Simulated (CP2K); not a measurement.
Two runs for the C K edge of 2-nitrosopyrrole. Run A: CP2K XAS_TDP, all-electron GAPW, PBEh(45%), aug-cc-pVDZ, TDA, no relativity. Run B differs in one setting.

First lines with a strength over 0.0015. A:

```tsv
atom	energy (eV)	states	strength, one atom
C3 (bonded to C and 2 N)	282.04	1	0.0024
	284.25	1	0.0583
	286.03	1	0.0024
	287.16	1	0.0052
	288.12	1	0.0044
C4 (bonded to 2 C and H)	280.70	1	0.0421
	284.58	1	0.0113
	284.93	1	0.0085
	285.61	1	0.0038
	285.65	1	0.0039
C5 (bonded to 2 C and H)	281.87	1	0.0040
	282.45	1	0.0494
	284.40	1	0.0097
	285.25	1	0.0020
	285.89	1	0.0030
C6 (bonded to C, N and H)	281.74	1	0.0484
	285.20	1	0.0111
	285.46	1	0.0135
	286.56	1	0.0021
	286.79	1	0.0018
```

B:

```tsv
atom	energy (eV)	states	strength, one atom
C3 (bonded to C and 2 N)	278.64	1	0.0436
	279.52	1	0.0085
	280.36	1	0.0016
	281.75	1	0.0039
	281.90	1	0.0020
C4 (bonded to 2 C and H)	274.70	1	0.0249
	277.97	1	0.0113
	278.66	1	0.0035
	278.82	1	0.0090
	279.41	1	0.0026
C5 (bonded to 2 C and H)	276.89	1	0.0416
	277.83	1	0.0034
	278.40	1	0.0024
	279.16	1	0.0017
	279.18	1	0.0023
C6 (bonded to C, N and H)	275.85	1	0.0281
	278.60	1	0.0199
	278.94	1	0.0064
	279.92	1	0.0018
	280.48	1	0.0040
```

Q: Which was it: the functional, GW2X switched on, scalar relativity switched on, the basis?

The functional (functional from PBEh(45%) to PBE0; the lines alone don't name the new value). A functional moves all lines by electronvolts and changes their spacings and strengths. Against PBEh(45%) in aug-cc-pVDZ, the leading lines move by -6.00 eV (C4, to 274.70) and -5.89 eV (C6, to 275.85); the strength of C4's goes from 0.0421 to 0.0249. For C3 and C5 the rule picks another line of the list in the two runs, so no shift is given. The next line of C4 over the strength cut lies 3.27 eV higher, against 3.88.

[Banner, clock and machine lines of the logs are left out without a mark of their own.]

[Logs are printed without paths, hosts, clocks, repeated set-up lines and the standing remarks that a program may print on its own settings, such as how far it seeks lower states.]

[Hosts, paths, dates, database ids (printed as entryN), source tags and the programs' standing remarks are cut or masked in the printed files.]
